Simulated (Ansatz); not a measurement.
# BeH2 (model cell, started as fluorite): following an unstable mode

Wanted: the energy along a soft mode of BeH2 (model cell, started as fluorite) and the structure at the end.

Program: Ansatz 0.2.0. Level of theory: DFT PBEsol, scalar-relativistic, plane waves, PAW. Results are calculated unless marked as measured.

The structure was built from a prototype and need not be the compound's stable phase.

## 1. Starting point

The structure is cubic, space group Fm-3m (No. 225). Conventional cell: a = 3.939 Å, b = 3.939 Å, c = 3.939 Å, α = 90.00°, β = 90.00°, γ = 90.00°. Nearest to Be lie 8 H at 1.71 Å. H has 4 Be at 1.71 Å nearest. Farther neighbours are not listed.

Structure file:

```cif
data_structure
_symmetry_space_group_name_H-M 'Fm-3m'
_symmetry_Int_Tables_number 225
_cell_length_a 3.9388
_cell_length_b 3.9388
_cell_length_c 3.9388
_cell_angle_alpha 90.000
_cell_angle_beta 90.000
_cell_angle_gamma 90.000
_cell_volume 61.11
loop_
_atom_site_label
_atom_site_type_symbol
_atom_site_symmetry_multiplicity
_atom_site_Wyckoff_symbol
_atom_site_fract_x
_atom_site_fract_y
_atom_site_fract_z
_atom_site_occupancy
Be1 Be 4 a 0.00000 0.00000 0.00000 1
H1 H 8 c 0.25000 0.75000 0.75000 1
```

## 2. Response at finite wavevector

The cell comes from relaxations at this level that are not shown. Stability and thermal properties need the whole zone. Linear response on a 4×4×4 q mesh gives force constants as far as a supercell of that size would.

Contents of input.yaml:

```yaml
crystal:
  lattice:
    - [0.0, 1.9694231691, 1.9694231691]
    - [1.9694231691, 0.0, 1.9694231691]
    - [1.9694231691, 1.9694231691, 0.0]
  atoms:
    - { symbol: Be, position: [0.0, 0.0, 0.0] }
    - { symbol: H, position: [0.25, 0.25, 0.25] }
    - { symbol: H, position: [0.75, 0.75, 0.75] }
kpoints:
  mp_grid: { grid: [16, 16, 16] }
hamiltonian:
  xc: pbesol
scf:
  occupations: { method: methfessel_paxton, width: 0.15 }
output:
  eigenvalues: true
phonons:
  method: dfpt
  qmesh: [4, 4, 4]
  temperatures: { t_max: 1000, t_step: 50 }
  qpath:
    path:
      - [[0.0, 0.0, 0.0], [0.5, 0.0, 0.5], [0.625, 0.25, 0.625]]
      - [[0.375, 0.375, 0.75], [0.0, 0.0, 0.0], [0.5, 0.5, 0.5], [0.5, 0.25, 0.75], [0.5, 0.0, 0.5]]
    npoints: 10
```

Command:

```bash
> ansatz run input.yaml --threads 4 --pin off --max-ram 7168MiB --backend cpu --events-out ev --progress --plain --runs-dir out
```

Numbers of over 12 decimals in the logs are rounded to 6 here.

Output:

```text
Warning: phonons: the dynamical matrix that this run interpolates holds no multipole term above the dipole-dipole one, and a site of this crystal is no centre of inversion, so its interpolated transverse optical and acoustic branches and sound speeds can stay off near Gamma, and the density of states and the thermodynamics with them. What a run solves at a wave vector of phonons.qpoints, Gamma apart, where the deck admits one, is free of this, and under fd what a larger phonons.supercell samples
Engine: ansatz 0.2.0, aarch64-unknown-linux-gnu
Pseudopotentials: kind: paw
Pseudopotential: Be, paw, valence charge 2, recommended cutoff 420 eV (normal), Be.paw.azcp
Pseudopotential: H, paw, valence charge 1, recommended cutoff 420 eV (normal), H.paw.azcp
Functional definition: PBEsol
  exchange = pbesol_x
  correlation = pbesol_c
Crystal: 3 atoms, lattice volume = 15.277 Å³
Basis set: ecut = 420 eV, 307 PW (Γ), exchange–correlation on 40×40×40 points (8 copies of the dense FFT grid, shifted against one another)
Bands: 6, of which v1, the nominal top of the filled ones, is band 2 counted from 1 (1 counted from 0)
Symmetry: 48 space group operations
k-points: 145 of 4096
Non-local potential: Be, projectors of the file, l = 0: 2, l = 1: 2, l = 2: 1
Non-local potential: H, projectors of the file, l = 0: 2, l = 1: 1
PAW form: soft (Blöchl's): semilocal exchange-correlation on the pseudo side does not see the compensation charge
PAW frozen core: Be, regenerated for the run's functional, and the local potential with it (the file was generated under x = pbe(κ = 0.804, μ = 0.219515), c = pbe(β = 0.066725))
PAW one-centre angular grid: Be, 110 points (default); XC on 64 Gauss nodes
PAW one-centre angular grid: H, 110 points (default); XC on 64 Gauss nodes
Initial density: superposition of atomic densities (neutral atoms: chi_scale 0, normalization atom), corrected by the library's trained network
Initial wavefunctions: pseudopotential atomic-orbital guess
Functional: x = pbesol(κ = 0.804, μ = 0.123457), c = pbesol(β = 0.046)
SCF iter   1: F=—  HF=-120.454554 eV  |F-HF|=—  |Δ(HF+E_count)|=         —  Δρ=6.58e-3  dr2=4.74e-3  ethr=1.77e-3  ⟨swp⟩=5.0  Hψ=7471  notcnv=0
preconditioner: auto → none  [metal: Δε(μ)=0.015 eV  Ē_g=14.024 eV  σ=0.150 eV  W_gap=0.08  n_scr=0 (ndim 8)  ℏωp=19.0 eV  f_vac=0.000  D(μ)=0.46/eV (n_scr^D=0)]
SCF iter   2: F=—  HF=-120.454331 eV  |F-HF|=—  |Δ(HF+E_count)|=   2.23e-4  S|Δr|=    0.00e0  Δρ=2.79e-3  dr2=9.27e-4  ethr=1.19e-4  ⟨swp⟩=1.0  Hψ=2030  notcnv=0
SCF iter   3: F=—  HF=-120.454303 eV  |F-HF|=—  |Δ(HF+E_count)|=   2.76e-5  S|Δr|=    0.00e0  Δρ=1.03e-4  dr2=1.25e-6  ethr=2.32e-5  ⟨swp⟩=1.0  Hψ=852  notcnv=0
SCF iter   4: F=—  HF=-120.454303 eV  |F-HF|=—  |Δ(HF+E_count)|=   3.30e-7  S|Δr|=    0.00e0  Δρ=1.48e-5  dr2=2.78e-8  ethr=3.12e-8  ⟨swp⟩=2.1  Hψ=1123  notcnv=0
SCF iter   5: F=—  HF=-120.454303 eV  |F-HF|=—  |Δ(HF+E_count)|=   1.05e-7  S|Δr|=    0.00e0  Δρ=3.18e-6  dr2=8.16e-10  ethr=6.94e-10  ⟨swp⟩=2.0  Hψ=1136  notcnv=0
SCF iter   6: F=-120.454303 eV  HF=-120.454303 eV  |F-HF|=1.82e-12  |Δ(HF+E_count)|=  2.14e-10  S|Δr|=    0.00e0  Δρ=3.31e-7  dr2=7.92e-12  ethr=1.00e-12  ⟨swp⟩=4.3  Hψ=3247  notcnv=0
SCF 1 converged in 6 iterations: F = -120.454303 eV  dr2 = 7.92e-12
  greatest PAW one-centre occupation: 0.341 electrons in one spin orbital (limit 2), on the H atom at site 2 (counted from 0), in its partial waves of l = 0
Initial density: read from a saved state, or passed on in memory by an earlier SCF of this step, an earlier step, the calling program or the single point that the run made first
iter 1 solved again at ethr=6.23e-9 eV; its pass at ethr=3.10e-3 eV (dr2=2.49e-7 eV) is discarded
SCF iter   1: F=—  HF=-120.454303 eV  |F-HF|=—  |Δ(HF+E_count)|=         —  Δρ=2.58e-7  dr2=4.27e-12  ethr=6.23e-9  ⟨swp⟩=3.1  Hψ=10107  notcnv=0
eigensolver tolerance schedule: the retry pair's looser diagonalisation over-reported the residual by 58306.44 of it (diagonalisation noise at 0.13 of the residual, at the tolerance the schedule requests for it); recorded, not acted on — ethr = c·dr2/N_el stays at c = 1.0e-1
preconditioner: auto → none  [metal: Δε(μ)=0.015 eV  Ē_g=14.027 eV  σ=0.150 eV  W_gap=0.08  n_scr=0 (ndim 8)  ℏωp=19.0 eV  f_vac=0.000  D(μ)=0.46/eV (n_scr^D=0)]
SCF iter   2: F=-120.454303 eV  HF=-120.454303 eV  |F-HF|=5.40e-13  |Δ(HF+E_count)|=   1.33e-8  S|Δr|=    0.00e0  Δρ=1.79e-7  dr2=2.42e-12  ethr=1.00e-12  ⟨swp⟩=3.6  Hψ=3271  notcnv=0
SCF 2 converged in 2 iterations: F = -120.454303 eV  dr2 = 2.42e-12
phonons: the bands overlap, so this run is a metal and interpolates without the dipole-dipole term. If the crystal is really an insulator or semiconductor, its LO-TO splitting is missing
NSCF: frozen V_eff on 145 k-points
NSCF: frozen V_eff on 349 k-points
DFPT response loops at q = (0, 0, 0) (fractional): preconditioner auto → Kerker (q_TF=auto, 2.182 Å⁻¹) (partly filled bands, converged f_vac=0.000); β = 1.00, the filter's whole step (`scf.mixing.beta` (0.50) is not read by the response loops under this deck's `scf.mixing.preconditioner`; to damp them name `kerker` or `kerker_dos`, under which they read `scf.mixing.beta`, and type it under 1.00, their step now; both keys bind the ground state too); Broyden in place of MSR1
NSCF: frozen V_eff on 4352 k-points
DFPT response loops at q = (0, 0, 0.25) (fractional): mixed as the last ones told, above
NSCF: frozen V_eff on 2196 k-points
DFPT response loops at q = (0, 0, -0.5) (fractional): mixed as the last ones told, above
NSCF: frozen V_eff on 2320 k-points
DFPT response loops at q = (0, 0.25, 0.25) (fractional): mixed as the last ones told, above
NSCF: frozen V_eff on 8192 k-points
DFPT response loops at q = (0, 0.25, -0.5) (fractional): mixed as the last ones told, above
NSCF: frozen V_eff on 4352 k-points
DFPT response loops at q = (0, 0.25, -0.25) (fractional): mixed as the last ones told, above
NSCF: frozen V_eff on 1242 k-points
DFPT response loops at q = (0, -0.5, -0.5) (fractional): mixed as the last ones told, above
NSCF: frozen V_eff on 2320 k-points
DFPT response loops at q = (0.25, -0.5, -0.25) (fractional): mixed as the last ones told, above
SCF converged after 6 iterations
Stability not checked: this state was not tested for a lower state beside it, because cold or Methfessel-Paxton smearing, or corrected tetrahedra, fill the levels in a way that the test cannot read (fill_not_monotonic; see scf.lower_state_search)
Free energy (F): -120.454303 eV
Harris-Foulkes:  -120.454303 eV  (|F-HF|=1.82e-12)
Internal energy: -120.453699 eV  (E = F + TS)
E sigma→0 (E₀):  -120.454152 eV
Entropy (-TS):   -0.000604 eV (-0.201 meV/atom)
Fermi energy:    6.235849 eV
--- Per-component energies (eV) ---
  E_band       = -1.975212
  E_kinetic    = 47.721990
  E_local      = -17.127334  (includes V_loc(G=0)·N_el)
  E_nonlocal   = 6.714674
  E_hartree    = 3.593893
  E_xc         = -37.466956
  E_vxc        = -44.164159  (∫ρ·V_xc dr)
  E_paw        = -57.902434  (= ΣΔE_a)
  E_vpaw       = -2.305879  (= ΣTr[D̂ρ^β])
  E_aug_tail   = -0.002280  (compensation charges beyond the density's cutoff)
  E_ewald      = -65.994782
  E_core_change = 0.009531  (= ΣΔE_core)
  E_smearing   = -0.000604  (= −TS)
  E_closure    = -0.000000  (closes the sum)
  Σ components = -120.454303   (vs F -120.454303, Δ=0.00e0)
--- Band table (eV; the first three rows and the last of 145) ---
  k-point 0: bands = ["-7.7872", "10.3915", "15.7114", "15.7114", "15.7114", "21.2468"]
  k-point 1: bands = ["-7.6943", "10.0834", "15.1108", "15.5475", "15.5475", "21.5241"]
  k-point 2: bands = ["-7.4150", "9.0459", "14.3618", "15.1554", "15.1554", "22.1616"]
  k-point 144: bands = ["0.0460", "0.0460", "6.0352", "7.4231", "18.2996", "18.2996"]
--- Phonons (Γ-DFPT): 2 representative perturbations + reference (Σ response iterations 7) ---
  ASR residual: 1.502e-4 → 0.000e0 eV/Å²; symmetrization residual: 2.621e-8 eV/Å²
  ASR residual per site (eV/Å²): 1.53e-5 1.50e-4 1.50e-4
  Γ frequencies (cm⁻¹): 0.00 0.00 0.00 444.89 444.89 444.89 1218.36 1218.36 1218.36
--- Phonons (arbitrary-q DFPT): 8 irreducible q on the 4×4×4 mesh ---
  q = [0.0000, 0.0000, 0.0000] (star 1, of the zone-centre solve; hermiticity 1.72e-8, symmetrization 8.84e-15): -0.00 -0.00 0.00 444.89 444.89 444.89 1218.36 1218.36 1218.36
  q = [0.0000, 0.0000, 0.2500] (star 8, 2 solved perturbations on 2176 of 4096 k-point pairs; hermiticity 4.70e-9, symmetrization 1.22e-14): -70.36 -70.36 200.25 643.63 694.32 694.32 1115.19 1128.39 1128.39
  q = [0.0000, 0.0000, -0.5000] (star 4, 2 solved perturbations on 1098 of 4096 k-point pairs; hermiticity 7.29e-7, symmetrization 7.47e-7): 50.76 50.76 206.05 830.27 937.78 1016.50 1016.50 1022.73 1022.73
  q = [0.0000, 0.2500, 0.2500] (star 6, 4 solved perturbations in 3616 linear systems a pass and spin channel, the states on 1160 of 4096 k-point pairs; hermiticity 9.06e-9, symmetrization 5.88e-15): -341.53 -341.53 27.96 27.96 339.65 658.83 1158.33 1230.81 1230.81
  q = [0.0000, 0.2500, -0.5000] (star 24, 4 solved perturbations in 12544 linear systems a pass and spin channel, the states on 4096 of 4096 k-point pairs; hermiticity 5.92e-9, symmetrization 4.07e-10): -735.47 -393.70 -154.26 130.48 471.72 490.80 1214.86 1235.13 1293.25
  q = [0.0000, 0.2500, -0.2500] (star 12, 4 solved perturbations in 6672 linear systems a pass and spin channel, the states on 2176 of 4096 k-point pairs; hermiticity 5.26e-9, symmetrization 7.49e-15): -884.54 -164.93 -83.72 143.12 748.22 832.77 1004.29 1090.77 1286.36
  q = [0.0000, -0.5000, -0.5000] (star 3, 4 solved perturbations in 1940 linear systems a pass and spin channel, the states on 621 of 4096 k-point pairs; hermiticity 5.55e-10, symmetrization 3.99e-11): -1502.13 -774.51 -774.51 -207.46 -207.46 474.07 1321.68 1321.68 1356.75
  q = [0.2500, -0.5000, -0.2500] (star 6, 4 solved perturbations in 3498 linear systems a pass and spin channel, the states on 1160 of 4096 k-point pairs; hermiticity 6.97e-8, symmetrization 3.48e-8): -915.39 -863.27 -236.90 265.84 265.84 989.68 989.68 1353.12 1369.01
  sum rule: each row above includes the acoustic sum rule's correction from the zone centre's row sums; it moved no ω² by more than (6.37 cm⁻¹)²
  mesh force constants: q→R imaginary residual 1.70e-17; ASR residual 1.502e-4 → 0.000e0 eV/Å²; symmetrization residual 2.220e-15 eV/Å²
  interpolated dispersion: 62 rows × 9 modes
  density of states and harmonic sums: on the 28×28×28 q-mesh, interpolated from the force constants of a 4×4×4 supercell (no non-analytic term)
  largest difference from the sums on the solved wave vectors: F 6.94e-2 eV, S 9.71e-5 and C_V 2.75e-5 eV/K
  zero-point energy: 0.312536 eV/cell   skipped modes (ω ≤ 0): 1856, of them read as no rigid motion or as one in doubt: 1853 (3.008e0 modes/cell left out, lowest -1502.13 cm⁻¹)   left out of the sums: 3.34e-1 of the cell's modes: C_V's classical limit lies that fraction below 3 k_B per atom; for a crystal, a wire or a layer, F and S can be off by more, and a phonons.interpolated_qmesh denser along its periods is the remedy for the sampling
```

Wall time 44 s (4 threads of Arm Neoverse V2, shared host); peak memory 1.1 GiB.

In the SCF lines HF is the Harris–Foulkes energy and dr2 the Hartree energy of the density residual, in eV; the loop may stop once dr2 is under the threshold and the program's other checks hold. Hψ counts applications of the Hamiltonian.

Numbers from this step:

```yaml
volume_per_atom: 5.092 Å³
gap_on_the_k_mesh: 0 eV
sum_rule_residual_before_enforcement: 1.50e-4 eV/Å²
lowest_frequency_on_the_path: -1502 cm⁻¹
point_group: m-3m
highest_frequency_on_the_path_or_at_a_solved_wavevector: 1369 cm⁻¹
highest_optical_mode_at_the_zone_centre_no_lo_to_term: 1218 cm⁻¹
lowest_optical_zone_centre_mode: 444.9 cm⁻¹
lowest_mode_on_the_q_mesh_acoustic_modes_at_gamma_apart: -1502 cm⁻¹
```

Frequencies (cm⁻¹) solved at each irreducible wavevector; negative means imaginary. Frequencies by wavevector, by row:

```csv
q in reciprocal lattice units,star,mode 1,mode 2,mode 3,mode 4,mode 5,mode 6,mode 7,mode 8,mode 9
0 0 0,1,0,0,0,444.9,444.9,444.9,1218,1218,1218
0 0 0.25,8,-70.4,-70.4,200.2,643.6,694.3,694.3,1115,1128,1128
0 0 -0.5,4,50.8,50.8,206.1,830.3,937.8,1016,1016,1023,1023
0 0.25 0.25,6,-341.5,-341.5,28,28,339.6,658.8,1158,1231,1231
0 0.25 -0.5,24,-735.5,-393.7,-154.3,130.5,471.7,490.8,1215,1235,1293
0 0.25 -0.25,12,-884.5,-164.9,-83.7,143.1,748.2,832.8,1004,1091,1286
0 -0.5 -0.5,3,-1502,-774.5,-774.5,-207.5,-207.5,474.1,1322,1322,1357
0.25 -0.5 -0.25,6,-915.4,-863.3,-236.9,265.8,265.8,989.7,989.7,1353,1369
```

Interpolated from a 4×4×4 q mesh. The phonon branches at the labelled points (cm⁻¹):

```
    point  branch 1  branch 2  branch 3  branch 4  branch 5  branch 6  branch 7  branch 8  branch 9
        Γ         0         0         0       445       445       445      1218      1218      1218
  halfway      -342      -342        28        28       340       659      1158      1231      1231
        X     -1502      -774      -774      -208      -208       474      1322      1322      1357
  halfway     -1380      -704      -586      -191      -185       469      1309      1315      1360
        U     -1119      -533      -151      -132       399       476      1253      1282      1354
jump to K     -1119      -533      -151      -132       399       476      1253      1282      1354
  halfway      -680      -121       -50       207       888       940       950       965      1258
        Γ         0         0         0       445       445       445      1218      1218      1218
  halfway       -70       -70       200       644       694       694      1115      1128      1128
        L        51        51       206       830       938      1016      1016      1023      1023
  halfway      -622      -317      -140       281       398       949       993      1262      1272
        W      -915      -863      -237       266       266       990       990      1353      1369
  halfway     -1273      -755      -217      -175       -99       488      1245      1348      1363
        X     -1502      -774      -774      -208      -208       474      1322      1322      1357
```

The phonon branches as a text plot (rows in cm⁻¹):

```
   1309 |        ****************                     ***********
   1190 |********          **    ***********       ***      **
   1070 |   ***             **** ***        ********       *
    950 |   ***                **              *************
    831 |                    *****            * ***
    711 |  *   *            ***   **        ****   **       *
    591 | *                **       *     ***        *       *
    472 |**      ***********         *****          *         ***
    352 |  **  **         *         *                ***   **
    233 |   ***          *     *****       ********   ****** *
    113 | **                 **  *  **  ***        **       **
     -7 |**    *            *   **** *******   ***** *
   -126 |  **   ****   **********   *       ***    *****      *
   -246 |    **     ****    *     **                *   *********
   -366 |      **       *  *                          *
   -485 |       *         *      *                   * *      *
   -605 |        *     ***                            * *
   -725 |         ******        *                      *    *****
   -844 |        *             *                        ****
   -964 |                  ****                          ***
  -1083 |                 *                                 *
  -1203 |         **     *                                   *
  -1323 |              **                                     *
  -1442 |           ***                                        **
         Γ           X  U|K            Γ         L        W     X
```

Symmetry leaves 8 wavevectors to solve. The lowest mode among them, the acoustic zeros apart, lies at q = (0, -0.5, -0.5) and is imaginary, 1502.1i cm⁻¹, so the energy falls along it.

## 3. The mode frozen in, largest atomic shift 0 Å

The mode followed lies at q = (0.25, -0.5, -0.25) with frequency 915.4i cm⁻¹, one of the unstable modes though not the softest. At small amplitude the distorted cell has space group no. 142 by a symmetry search on the positions. The undistorted cell that holds it gives the zero of energy on the same k mesh.

System of this step: BeH2 (model cell, started as fluorite). Symmetry: Fm-3m, No. 225, cubic system. The conventional cell has a = 3.939 Å, b = 3.939 Å, c = 3.939 Å, α = 90.00°, β = 90.00°, γ = 90.00°. Nearest to Be lie 8 H at 1.71 Å. H has 4 Be at 1.71 Å nearest. Farther neighbours are not listed.

Contents of input.yaml:

```yaml
crystal:
  lattice:
    - [0.0, 0.0, -3.9388463383]
    - [3.9388463383, 0.0, 0.0]
    - [1.9694231691, -3.9388463383, -1.9694231691]
  atoms:
    - { symbol: Be, position: [0.0, 0.0, 0.0] }
    - { symbol: Be, position: [0.5, 0.5, 0.0] }
    - { symbol: Be, position: [0.75, 0.25, 0.5] }
    - { symbol: Be, position: [0.25, 0.75, 0.5] }
    - { symbol: H, position: [0.625, 0.625, 0.25] }
    - { symbol: H, position: [0.125, 0.125, 0.25] }
    - { symbol: H, position: [0.375, 0.875, 0.75] }
    - { symbol: H, position: [0.875, 0.375, 0.75] }
    - { symbol: H, position: [0.375, 0.375, 0.75] }
    - { symbol: H, position: [0.875, 0.875, 0.75] }
    - { symbol: H, position: [0.125, 0.625, 0.25] }
    - { symbol: H, position: [0.625, 0.125, 0.25] }
kpoints:
  mp_grid: { grid: [10, 10, 10] }
hamiltonian:
  xc: pbesol
scf:
  occupations: { method: methfessel_paxton, width: 0.15 }
output:
  forces: true
  stress: true
  eigenvalues: true
```

Output:

```text
[...]
Crystal: 12 atoms, lattice volume = 61.109 Å³
Basis set: ecut = 420 eV, 1225 PW (Γ), exchange–correlation on 54×54×72 points (8 copies of the dense FFT grid, shifted against one another)
Bands: 20, of which v1, the nominal top of the filled ones, is band 8 counted from 1 (7 counted from 0)
Symmetry: 64 space group operations
[...]
k-points: 102 of 1000
[...]
k-point 0: bands = [... 4 lower, 0.0383, 0.0383, 5.1137, 5.1963, 6.0326, 6.0326, 7.4213, 7.4213, ... 8 higher]
  k-point 1: bands = [... 4 lower, 1.0092, 1.0092, 5.1960, 5.6653, 5.8914, 5.8914, 7.6434, 7.6434, ... 8 higher]
  k-point 2: bands = [... 4 lower, 2.1264, 2.1264, 5.4419, 5.6278, 5.6278, 6.8884, 8.1326, 8.1326, ... 8 higher]
  k-point 101: bands = [... 4 lower, 0.1286, 0.1286, 1.0754, 1.0754, 10.1829, 10.1829, 11.6824, 11.6824, ... 8 higher]
[key lines of the parts left out:]
SCF converged after 6 iterations
Free energy (F): -481.816493 eV
Fermi energy:    6.265638 eV
P = ⅓ Tr σ = -0.1098 GPa (-1.098 kbar)
```

Run time: 1.5 s. Hardware: 4 threads; peak memory 0.39 GiB.

Numbers from this step:

| Quantity | Value |
| --- | --- |
| pressure | -0.1098 GPa |
| energy from the undistorted cell | 0 meV/atom |

The run ends at a pressure of -0.11 GPa.

(Part 1 of 2 ends here.)

[Logs are printed without paths, hosts, clocks, repeated set-up lines and the standing remarks that a program may print on its own settings, such as how far it seeks lower states.]

[Hosts, paths, dates, database ids (printed as entryN), source tags and the programs' standing remarks are cut or masked in the printed files.]
